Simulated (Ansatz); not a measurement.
# Σ5 (210) boundary in fcc Ir: structure and resistance

Aim: the relaxed structure and the specific resistance of the Σ5 (210) boundary in fcc Ir.

Program: Ansatz 0.2.0. Level of theory: Ansatz plane-wave DFT, LDA, PAW files; relaxation of a bicrystal slab with its lowest layers held; PAW set soft_1, in the first sound run; inputs show where later runs differ. Results are calculated unless marked as measured.

## (1) The structure

The cell holds 21 atoms: 21 Ir. Its edges and angles: a = 4.702 Å, b = 3.839 Å, c = 29.029 Å, α = 90.0°, β = 90.0°, γ = 65.9°. It derives from Ir. built on the (2 1 0) plane; 2 overlapping atoms removed and the grains opened by 0 Å. Vacuum lies along c.

## (2) Relaxing the bicrystal

The boundary is built by mirroring the lower grain in the boundary plane and removing any atoms that overlap. A thin bicrystal slab is relaxed first, with the lowest layers held and the upper grain free to shift and open.

Contents of input.yaml:

```yaml
crystal:
  lattice:
    - [4.7022854592, 0.0, 0.0]
    - [1.5674284864, 3.5048766455, 0.0]
    - [0.0, 0.0, 29.0288347253]
  atoms:
    - { symbol: Ir, position: [0.6, 0.6999999999, 0.1722425322] }
    - { symbol: Ir, position: [0.2, 0.3999999999, 0.2018171241] }
    - { symbol: Ir, position: [0.8, 0.0999999999, 0.2313917159] }
    - { symbol: Ir, position: [0.4, 0.7999999999, 0.2609663078] }
    - { symbol: Ir, position: [0.0, 0.4999999999, 0.2905408997] }
    - { symbol: Ir, position: [0.6, 0.1999999999, 0.3201154915] }
    - { symbol: Ir, position: [0.2, 0.9, 0.3496900834] }
    - { symbol: Ir, position: [0.8, 0.6, 0.3792646753] }
    - { symbol: Ir, position: [0.4, 0.3, 0.4088392671] }
    - { symbol: Ir, position: [0.0, 0.0, 0.438413859] }
    - { symbol: Ir, position: [0.8, 0.6, 0.4975630427] }
    - { symbol: Ir, position: [0.2, 0.9, 0.5271376346] }
    - { symbol: Ir, position: [0.6, 0.1999999999, 0.5567122264] }
    - { symbol: Ir, position: [0.0, 0.4999999999, 0.5862868183] }
    - { symbol: Ir, position: [0.4, 0.7999999999, 0.6158614102] }
    - { symbol: Ir, position: [0.8, 0.0999999999, 0.645436002] }
    - { symbol: Ir, position: [0.2, 0.3999999999, 0.6750105939] }
    - { symbol: Ir, position: [0.6, 0.6999999999, 0.7045851858] }
    - { symbol: Ir, position: [0.0, 0.9999999999, 0.7341597776] }
    - { symbol: Ir, position: [0.4000000001, 0.2999999998, 0.7637343695] }
    - { symbol: Ir, position: [0.8000000001, 0.5999999998, 0.7933089614] }
kpoints:
  mp_grid: { grid: [7, 7, 1] }
hamiltonian:
  xc: lda
  pseudopotentials: { kind: paw, azcp: { folder: soft_1 }, xc_functional: pbe }
scf:
  occupations: { method: fermi_dirac, width: 0.1 }
relax:
  f_tol: 0.03
  max_steps: 80
  constraints: [{ sites: [0, 1, 2, 3] }]
```

Started as:

```sh
$ ansatz run input.yaml --threads 4 --pin off --max-ram 15360MiB --backend cpu --events-out ev --progress --plain --runs-dir out
```

Numbers of over 12 decimals in the logs are rounded to 6 here.

What it wrote:

```text
Engine: ansatz 0.2.0, aarch64-unknown-linux-gnu
Pseudopotentials: kind: paw
Pseudopotential: Ir, paw, valence charge 17, recommended cutoff 420 eV (normal), soft_1/Ir.paw.azcp
Functional definition: SPW92
  exchange = slater_x
  correlation = pw_c
Crystal: 21 atoms, lattice volume = 478.422 Å³
Basis set: ecut = 420 eV, 9349 PW (Γ)
Bands: 215, of which v1, the nominal top of the filled ones, is band 179 counted from 1 (178 counted from 0)
Symmetry: 2 space group operations
Space group: Cm (ITA 8), of the structure as read, at distance tolerance 7.8e-5 Å
k-points: 16 of 49 (time reversal used)
Non-local potential: Ir, projectors of the file, l = 0: 3, l = 1: 2, l = 2: 2, l = 3: 1
PAW form: soft (Blöchl's): semilocal exchange-correlation on the pseudo side does not see the compensation charge
PAW frozen core: Ir, regenerated for the run's functional, and the local potential with it (the file was generated under x = pbe(κ = 0.804, μ = 0.219515), c = pbe(β = 0.066725))
PAW one-centre angular grid: Ir, 590 points (default); XC on 64 Gauss nodes
Initial density: superposition of atomic densities (neutral atoms: chi_scale 0, normalization atom)
Initial wavefunctions: pseudopotential atomic-orbital guess
Functional: x = slater, c = lda
SCF iter   1: F=—  HF=-244947.272722 eV  |F-HF|=—  |Δ(HF+E_count)|=         —  Δρ=3.98e-2  dr2=1.37e1  ethr=3.10e-3  ⟨swp⟩=7.0  Hψ=13850  notcnv=0  defer=67
preconditioner: auto → LDOS  [metal: Δε(μ)=0.004 eV  Ē_g=6.407 eV  σ=0.100 eV  W_gap=0.01  n_scr=130 (ndim 8)  ℏωp=23.3 eV  f_vac=0.299  D(μ)=23.48/eV (n_scr^D=210)  β→1.0]
SCF iter   2: F=—  HF=-244946.891736 eV  |F-HF|=—  |Δ(HF+E_count)|=   3.81e-1  Δρ=3.46e-2  dr2=8.36e0  ethr=3.10e-3  ⟨swp⟩=3.1  Hψ=7451  notcnv=0  defer=115
SCF iter   3: F=—  HF=-244944.481216 eV  |F-HF|=—  |Δ(HF+E_count)|=    2.41e0  Δρ=5.06e-3  dr2=3.71e-1  ethr=2.34e-3  ⟨swp⟩=3.6  Hψ=7801  notcnv=0  defer=120
SCF iter   4: F=—  HF=-244944.411824 eV  |F-HF|=—  |Δ(HF+E_count)|=   6.94e-2  Δρ=2.10e-3  dr2=3.05e-2  ethr=1.04e-4  ⟨swp⟩=2.3  Hψ=6441  notcnv=0  defer=114
SCF iter   5: F=—  HF=-244944.405453 eV  |F-HF|=—  |Δ(HF+E_count)|=   6.37e-3  Δρ=8.10e-4  dr2=1.30e-2  ethr=8.53e-6  ⟨swp⟩=3.1  Hψ=7259  notcnv=0  defer=114
SCF iter   6: F=—  HF=-244944.404289 eV  |F-HF|=—  |Δ(HF+E_count)|=   1.16e-3  Δρ=4.49e-4  dr2=1.89e-3  ethr=3.65e-6  ⟨swp⟩=2.3  Hψ=4802  notcnv=0  defer=114
SCF iter   7: F=—  HF=-244944.403919 eV  |F-HF|=—  |Δ(HF+E_count)|=   3.70e-4  Δρ=1.36e-4  dr2=5.89e-4  ethr=5.29e-7  ⟨swp⟩=2.1  Hψ=4871  notcnv=0  defer=115
SCF iter   8: F=—  HF=-244944.403907 eV  |F-HF|=—  |Δ(HF+E_count)|=   1.14e-5  Δρ=6.42e-5  dr2=7.49e-5  ethr=1.65e-7  ⟨swp⟩=1.6  Hψ=3850  notcnv=0  defer=115
SCF iter   9: F=-244944.403899 eV  HF=-244944.403910 eV  |F-HF|=1.12e-5  |Δ(HF+E_count)|=   2.90e-6  Δρ=3.19e-5  dr2=1.21e-5  ethr=6.30e-9  ⟨swp⟩=5.0  Hψ=12236  notcnv=0
SCF 1 converged in 9 iterations: F = -244944.403899 eV  dr2 = 1.21e-5
  greatest PAW one-centre occupation: 1.000 electrons in one spin orbital (limit 2), on the Ir atom at site 6 (counted from 0), in its partial waves of l = 0
relax step   1: F+E_penalty+E_count = -244944.40389921 eV  Δ(F+E_penalty+E_count) = +0.000e0 eV  max|allowed force component| = 2.655e0 eV/Å  Δτ_max = 0.0000 Å  (9 SCF iters, dr2 threshold 2.25e-5 eV, accepted)
Initial density: handed on by an earlier stage of this run
Initial wavefunctions: those handed on with the density
iter 1 solved again at ethr=1.06e-3 eV; its pass at ethr=3.10e-3 eV (dr2=3.77e0 eV) is discarded
SCF iter   1: F=—  HF=-244944.926643 eV  |F-HF|=—  |Δ(HF+E_count)|=         —  Δρ=1.08e-2  dr2=3.06e0  ethr=1.06e-3  ⟨swp⟩=1.2  Hψ=11029  notcnv=0  defer=109
preconditioner: auto → LDOS  [metal: Δε(μ)=0.018 eV  Ē_g=6.277 eV  σ=0.100 eV  W_gap=0.04  n_scr=130 (ndim 8)  ℏωp=23.3 eV  f_vac=0.306  D(μ)=23.72/eV (n_scr^D=222)  β→1.0]
SCF iter   2: F=—  HF=-244944.865621 eV  |F-HF|=—  |Δ(HF+E_count)|=   6.10e-2  Δρ=4.03e-3  dr2=1.30e-1  ethr=8.58e-4  ⟨swp⟩=2.0  Hψ=5043  notcnv=0  defer=109
SCF iter   3: F=—  HF=-244944.846543 eV  |F-HF|=—  |Δ(HF+E_count)|=   1.91e-2  Δρ=2.40e-3  dr2=6.52e-2  ethr=3.65e-5  ⟨swp⟩=3.0  Hψ=7679  notcnv=0  defer=109
SCF iter   4: F=—  HF=-244944.828394 eV  |F-HF|=—  |Δ(HF+E_count)|=   1.81e-2  Δρ=3.63e-4  dr2=9.47e-4  ethr=1.83e-5  ⟨swp⟩=2.2  Hψ=5839  notcnv=0  defer=109
SCF iter   5: F=—  HF=-244944.828324 eV  |F-HF|=—  |Δ(HF+E_count)|=   6.99e-5  Δρ=1.62e-4  dr2=2.19e-4  ethr=2.65e-7  ⟨swp⟩=3.0  Hψ=6630  notcnv=0  defer=109
SCF iter   6: F=-244944.828343 eV  HF=-244944.828355 eV  |F-HF|=1.24e-5  |Δ(HF+E_count)|=   3.13e-5  Δρ=5.09e-5  dr2=2.33e-5  ethr=2.80e-8  ⟨swp⟩=3.1  Hψ=12804  notcnv=0
SCF 2 converged in 6 iterations: F = -244944.828343 eV  dr2 = 2.33e-5
  greatest PAW one-centre occupation: 1.000 electrons in one spin orbital (limit 2), on the Ir atom at site 9 (counted from 0), in its partial waves of l = 0
relax step   2: F+E_penalty+E_count = -244944.82834310 eV  Δ(F+E_penalty+E_count) = -4.244e-1 eV  max|allowed force component| = 6.698e-1 eV/Å  Δτ_max = 0.1948 Å  (6 SCF iters, dr2 threshold 1.00e-4 eV, accepted)
iter 1 solved again at ethr=1.83e-3 eV; its pass at ethr=3.10e-3 eV (dr2=6.53e0 eV) is discarded
SCF iter   1: F=—  HF=-244945.313219 eV  |F-HF|=—  |Δ(HF+E_count)|=         —  Δρ=1.48e-2  dr2=6.43e0  ethr=1.83e-3  ⟨swp⟩=1.7  Hψ=12713  notcnv=0  defer=81
preconditioner: auto → LDOS  [metal: Δε(μ)=0.018 eV  Ē_g=6.345 eV  σ=0.100 eV  W_gap=0.04  n_scr=130 (ndim 8)  ℏωp=23.3 eV  f_vac=0.312  D(μ)=23.38/eV (n_scr^D=210)  β→1.0]
SCF iter   2: F=—  HF=-244945.181203 eV  |F-HF|=—  |Δ(HF+E_count)|=   1.32e-1  Δρ=3.41e-3  dr2=1.07e-1  ethr=1.80e-3  ⟨swp⟩=2.0  Hψ=5110  notcnv=0  defer=82
SCF iter   3: F=—  HF=-244945.171224 eV  |F-HF|=—  |Δ(HF+E_count)|=   9.98e-3  Δρ=2.14e-3  dr2=5.86e-2  ethr=2.99e-5  ⟨swp⟩=2.6  Hψ=6125  notcnv=0  defer=98
SCF iter   4: F=—  HF=-244945.159706 eV  |F-HF|=—  |Δ(HF+E_count)|=   1.15e-2  Δρ=4.57e-4  dr2=2.13e-3  ethr=1.64e-5  ⟨swp⟩=2.9  Hψ=6317  notcnv=0  defer=98
SCF iter   5: F=—  HF=-244945.158606 eV  |F-HF|=—  |Δ(HF+E_count)|=   1.10e-3  Δρ=1.44e-4  dr2=1.40e-4  ethr=5.96e-7  ⟨swp⟩=2.9  Hψ=6739  notcnv=0  defer=114
SCF iter   6: F=—  HF=-244945.158638 eV  |F-HF|=—  |Δ(HF+E_count)|=   3.20e-5  Δρ=5.74e-5  dr2=2.86e-5  ethr=3.93e-8  ⟨swp⟩=2.6  Hψ=6429  notcnv=0  defer=114
SCF iter   7: F=-244945.158636 eV  HF=-244945.158638 eV  |F-HF|=2.72e-6  |Δ(HF+E_count)|=   6.09e-7  Δρ=1.78e-5  dr2=3.73e-6  ethr=7.85e-9  ⟨swp⟩=5.0  Hψ=11882  notcnv=0
SCF 3 converged in 7 iterations: F = -244945.158636 eV  dr2 = 3.73e-6
relax step   3: F+E_penalty+E_count = -244945.15863554 eV  Δ(F+E_penalty+E_count) = -3.303e-1 eV  max|allowed force component| = 3.070e-1 eV/Å  Δτ_max = 0.1949 Å  (7 SCF iters, dr2 threshold 2.80e-5 eV, accepted)
[... from here on, the SCF cycles and remarks between the steps are left out ...]
relax step   4: F+E_penalty+E_count = -244945.41044714 eV  Δ(F+E_penalty+E_count) = -2.518e-1 eV  max|allowed force component| = 1.554e-1 eV/Å  Δτ_max = 0.1951 Å  (8 SCF iters, dr2 threshold 6.00e-6 eV, accepted)
relax step   5: F+E_penalty+E_count = -244945.53054089 eV  Δ(F+E_penalty+E_count) = -1.201e-1 eV  max|allowed force component| = 2.732e-1 eV/Å  Δτ_max = 0.2000 Å  (8 SCF iters, dr2 threshold 5.08e-6 eV, accepted)
relax step   6: F+E_penalty+E_count = -244945.61453912 eV  Δ(F+E_penalty+E_count) = -8.400e-2 eV  max|allowed force component| = 2.917e-1 eV/Å  Δτ_max = 0.1946 Å  (6 SCF iters, dr2 threshold 1.91e-5 eV, accepted)
relax step   7: F+E_penalty+E_count = -244945.71847372 eV  Δ(F+E_penalty+E_count) = -1.039e-1 eV  max|allowed force component| = 3.757e-1 eV/Å  Δτ_max = 0.1941 Å  (6 SCF iters, dr2 threshold 8.51e-5 eV, accepted)
relax step   8: F+E_penalty+E_count = -244945.80408653 eV  Δ(F+E_penalty+E_count) = -8.561e-2 eV  max|allowed force component| = 2.623e-1 eV/Å  Δτ_max = 0.1940 Å  (5 SCF iters, dr2 threshold 1.00e-4 eV, accepted)
relax step   9: F+E_penalty+E_count = -244945.87289973 eV  Δ(F+E_penalty+E_count) = -6.881e-2 eV  max|allowed force component| = 1.112e-1 eV/Å  Δτ_max = 0.2000 Å  (6 SCF iters, dr2 threshold 3.35e-5 eV, accepted)
relax step  10: F+E_penalty+E_count = -244945.88490798 eV  Δ(F+E_penalty+E_count) = -1.201e-2 eV  max|allowed force component| = 5.600e-2 eV/Å  Δτ_max = 0.0987 Å  (6 SCF iters, dr2 threshold 2.22e-6 eV, accepted)
relax step  11: F+E_penalty+E_count = -244945.88852096 eV  Δ(F+E_penalty+E_count) = -3.613e-3 eV  max|allowed force component| = 5.307e-2 eV/Å  Δτ_max = 0.0858 Å  (8 SCF iters, accepted)
relax step  12: F+E_penalty+E_count = -244945.88929964 eV  Δ(F+E_penalty+E_count) = -7.787e-4 eV  max|allowed force component| = 3.459e-2 eV/Å  Δτ_max = 0.0254 Å  (7 SCF iters, accepted)
SCF iter   1: F=—  HF=-244945.890772 eV  |F-HF|=—  |Δ(HF+E_count)|=         —  Δρ=1.29e-3  dr2=3.67e-3  ethr=1.10e-5  ⟨swp⟩=4.0  Hψ=8186  notcnv=0  defer=112
preconditioner: auto → LDOS  [metal: Δε(μ)=0.017 eV  Ē_g=6.503 eV  σ=0.100 eV  W_gap=0.04  n_scr=130 (ndim 8)  ℏωp=23.3 eV  f_vac=0.329  D(μ)=23.10/eV (n_scr^D=206)  β→1.0]
SCF iter   2: F=—  HF=-244945.890542 eV  |F-HF|=—  |Δ(HF+E_count)|=   2.29e-4  Δρ=3.43e-4  dr2=6.35e-4  ethr=1.03e-6  ⟨swp⟩=2.2  Hψ=6295  notcnv=0  defer=112
SCF iter   3: F=—  HF=-244945.890347 eV  |F-HF|=—  |Δ(HF+E_count)|=   1.96e-4  Δρ=1.17e-4  dr2=1.26e-4  ethr=1.78e-7  ⟨swp⟩=3.0  Hψ=7368  notcnv=0  defer=112
SCF iter   4: F=—  HF=-244945.890289 eV  |F-HF|=—  |Δ(HF+E_count)|=   5.78e-5  Δρ=2.98e-5  dr2=4.82e-6  ethr=3.53e-8  ⟨swp⟩=2.0  Hψ=5061  notcnv=0  defer=112
SCF iter   5: F=—  HF=-244945.889584 eV  |F-HF|=—  |Δ(HF+E_count)|=   7.05e-4  Δρ=7.31e-6  dr2=2.93e-7  ethr=1.35e-9  ⟨swp⟩=3.0  Hψ=7214  notcnv=0  defer=112
SCF iter   6: F=-244945.889584 eV  HF=-244945.889584 eV  |F-HF|=2.48e-8  |Δ(HF+E_count)|=   4.32e-8  Δρ=2.62e-6  dr2=5.76e-8  ethr=2.80e-11  ⟨swp⟩=5.0  Hψ=12953  notcnv=0
SCF 13 converged in 6 iterations: F = -244945.889584 eV  dr2 = 5.76e-8
relax step  13: F+E_penalty+E_count = -244945.88958423 eV  Δ(F+E_penalty+E_count) = -2.846e-4 eV  max|allowed force component| = 1.231e-2 eV/Å  Δτ_max = 0.0226 Å  (6 SCF iters, accepted)
SCF converged after 6 iterations
Free energy (F): -244945.889584 eV
Harris-Foulkes:  -244945.889584 eV  (|F-HF|=2.48e-8)
Internal energy: -244945.121966 eV  (E = F + TS)
E sigma→0 (E₀):  -244945.505775 eV
Entropy (-TS):   -0.767618 eV (-36.553 meV/atom)
Fermi energy:    13.731077 eV
--- Per-component energies (eV) ---
  E_band       = -5979.405072
  E_kinetic    = 11345.685155
  E_local      = -482708.645493  (includes V_loc(G=0)·N_el)
  E_nonlocal   = 4139.800181
  E_hartree    = 236322.007080
  E_xc         = -4804.378003
  E_vxc        = -5380.274992  (∫ρ·V_xc dr)
  E_paw        = -188877.983329  (= ΣΔE_a)
  E_vpaw       = -6020.003499  (= ΣTr[D̂ρ^β])
  E_aug_tail   = 0.007065  (compensation charges beyond the density's cutoff)
  E_ewald      = 179629.740032
  E_core_change = 8.645346  (= ΣΔE_core)
  E_smearing   = -0.767618  (= −TS)
  E_closure    = 0.000000  (closes the sum)
  Σ components = -244945.889584   (vs F -244945.889584, Δ=0.00e0)
--- Forces (eV/Å), atoms counted from 1 ---
  atom   1  Ir    -0.07341426     0.03283185     2.46965581
  atom   2  Ir     0.25982554    -0.11619752     0.09956758
  atom   3  Ir    -0.00805012     0.00360012    -1.13589242
  atom   4  Ir    -0.17583335     0.07863507    -1.43316840
  atom   5  Ir    -0.00288738     0.00129127    -0.00227228
  atom   6  Ir    -0.00696585     0.00311522    -0.00718620
  atom   7  Ir     0.00390230    -0.00174516     0.00640561
  atom   8  Ir     0.00118445    -0.00052970    -0.00193401
  atom   9  Ir     0.00380737    -0.00170271    -0.00201958
  atom  10  Ir    -0.00240424     0.00107521     0.00635342
  atom  11  Ir     0.00533723    -0.00238688     0.00734441
  atom  12  Ir     0.01230648    -0.00550362     0.01163348
  atom  13  Ir    -0.00331572     0.00148284    -0.00298712
  atom  14  Ir    -0.00430555     0.00192550     0.00978744
  atom  15  Ir    -0.00538720     0.00240923    -0.01145241
  atom  16  Ir    -0.00634933     0.00283951    -0.00104855
  atom  17  Ir    -0.00240418     0.00107518    -0.00146624
  atom  18  Ir     0.00244888    -0.00109517    -0.00743048
  atom  19  Ir     0.00176936    -0.00079128     0.00273456
  atom  20  Ir     0.00189630    -0.00084805     0.00080245
  atom  21  Ir    -0.00112798     0.00050445    -0.00746608
  max |Σ_I F_I| component: 3.90e-5 eV/Å
--- Relaxed structure (13 steps of the walk, 13 accepted, 0 SCFs on fresh bases) ---
  F+E_penalty+E_count = -244945.88958423 eV   max|allowed force component| = 1.231e-2 eV/Å
  atoms:
    - { symbol: Ir, position: [0.600000, 0.700000, 0.1722425322] }
    - { symbol: Ir, position: [0.200000, 0.4, 0.2018171241] }
    - { symbol: Ir, position: [0.8, 0.100000, 0.231392] }
    - { symbol: Ir, position: [0.400000, 0.8, 0.2609663078] }
    - { symbol: Ir, position: [-0.00221691, 0.501108, 0.289192] }
    - { symbol: Ir, position: [0.599886, 0.200057, 0.318683] }
    - { symbol: Ir, position: [0.207160, 0.896420, 0.346920] }
    - { symbol: Ir, position: [0.802115, 0.598942, 0.377286] }
    - { symbol: Ir, position: [0.405138, 0.297431, 0.407408] }
    - { symbol: Ir, position: [-0.010021, 0.00501049, 0.430151] }
    - { symbol: Ir, position: [0.607232, 0.696384, 0.469938] }
    - { symbol: Ir, position: [0.034348, 0.982826, 0.511830] }
    - { symbol: Ir, position: [0.439996, 0.280002, 0.534879] }
    - { symbol: Ir, position: [-0.160251, 0.580125, 0.565144] }
    - { symbol: Ir, position: [0.248305, 0.875847, 0.595666] }
    - { symbol: Ir, position: [0.640644, 0.179678, 0.623685] }
    - { symbol: Ir, position: [0.037585, 0.481207, 0.652163] }
    - { symbol: Ir, position: [0.436183, 0.781908, 0.682631] }
    - { symbol: Ir, position: [-0.153851, 1.076926, 0.712489] }
    - { symbol: Ir, position: [0.242820, 0.378590, 0.738989] }
    - { symbol: Ir, position: [0.646400, 0.676800, 0.764091] }
```

It took 12 min on 4 threads of Arm Neoverse V1, shared host; peak memory 2.6 GiB.

Step by step:

```csv
step,energy less that of the first step (eV),largest force component (eV/Å)
1,0.0000,2.6551
2,-0.4244,0.6698
3,-0.7547,0.3070
4,-1.0065,0.1554
5,-1.1266,0.2732
6,-1.2106,0.2917
7,-1.3146,0.3757
8,-1.4002,0.2623
9,-1.4690,0.1112
10,-1.4810,0.0560
11,-1.4846,0.0531
12,-1.4854,0.0346
13,-1.4857,0.0123
```

Forces are held to the 2 operations that the run works with; a distortion that breaks them can't arise in this run.

The atoms that moved most (Å):

```csv
atom,dx,dy,dz,length
Ir11,-0.755,0.338,-0.802,1.152
Ir21,-0.602,0.269,-0.848,1.074
Ir20,-0.616,0.275,-0.718,0.986
Ir17,-0.636,0.285,-0.663,0.962
Ir18,-0.642,0.287,-0.637,0.949
Ir13,-0.627,0.280,-0.634,0.935
Ir16,-0.624,0.279,-0.631,0.931
Ir14,-0.628,0.281,-0.614,0.922
```

The relaxed structure:

```cif
data_structure
_symmetry_space_group_name_H-M 'P 1'
_symmetry_Int_Tables_number 1
_cell_length_a 4.7023
_cell_length_b 3.8394
_cell_length_c 29.0288
_cell_angle_alpha 90.000
_cell_angle_beta 90.000
_cell_angle_gamma 65.905
_cell_volume 478.42
loop_
_atom_site_label
_atom_site_type_symbol
_atom_site_fract_x
_atom_site_fract_y
_atom_site_fract_z
_atom_site_occupancy
Ir1 Ir 0.60000 0.70000 0.17224 1
Ir2 Ir 0.20000 0.40000 0.20182 1
Ir3 Ir 0.80000 0.10000 0.23139 1
Ir4 Ir 0.40000 0.80000 0.26097 1
Ir5 Ir 0.99778 0.50111 0.28919 1
Ir6 Ir 0.59989 0.20006 0.31868 1
Ir7 Ir 0.20716 0.89642 0.34692 1
Ir8 Ir 0.80212 0.59894 0.37729 1
Ir9 Ir 0.40514 0.29743 0.40741 1
Ir10 Ir 0.98998 0.00501 0.43015 1
Ir11 Ir 0.60723 0.69638 0.46994 1
Ir12 Ir 0.03435 0.98283 0.51183 1
Ir13 Ir 0.44000 0.28000 0.53488 1
Ir14 Ir 0.83975 0.58013 0.56514 1
Ir15 Ir 0.24831 0.87585 0.59567 1
Ir16 Ir 0.64064 0.17968 0.62369 1
Ir17 Ir 0.03759 0.48121 0.65216 1
Ir18 Ir 0.43618 0.78191 0.68263 1
Ir19 Ir 0.84615 0.07693 0.71249 1
Ir20 Ir 0.24282 0.37859 0.73899 1
Ir21 Ir 0.64640 0.67680 0.76409 1
```

Numbers from this step:

| Property | Result |
| --- | --- |
| free energy | -244945.8896 eV |
| energy at zero smearing | -244945.5058 eV |
| Fermi energy | 13.73 eV |

The largest force component on a free atom ends at 0.012 eV/Å, under the tolerance of 0.03, after 13 steps.

[end of part 1 of 3]

[Logs are printed without paths, hosts, clocks, repeated set-up lines and the standing remarks that a program may print on its own settings, such as how far it seeks lower states.]

[Hosts, paths, dates, database ids (printed as entryN), source tags and the programs' standing remarks are cut or masked in the printed files.]
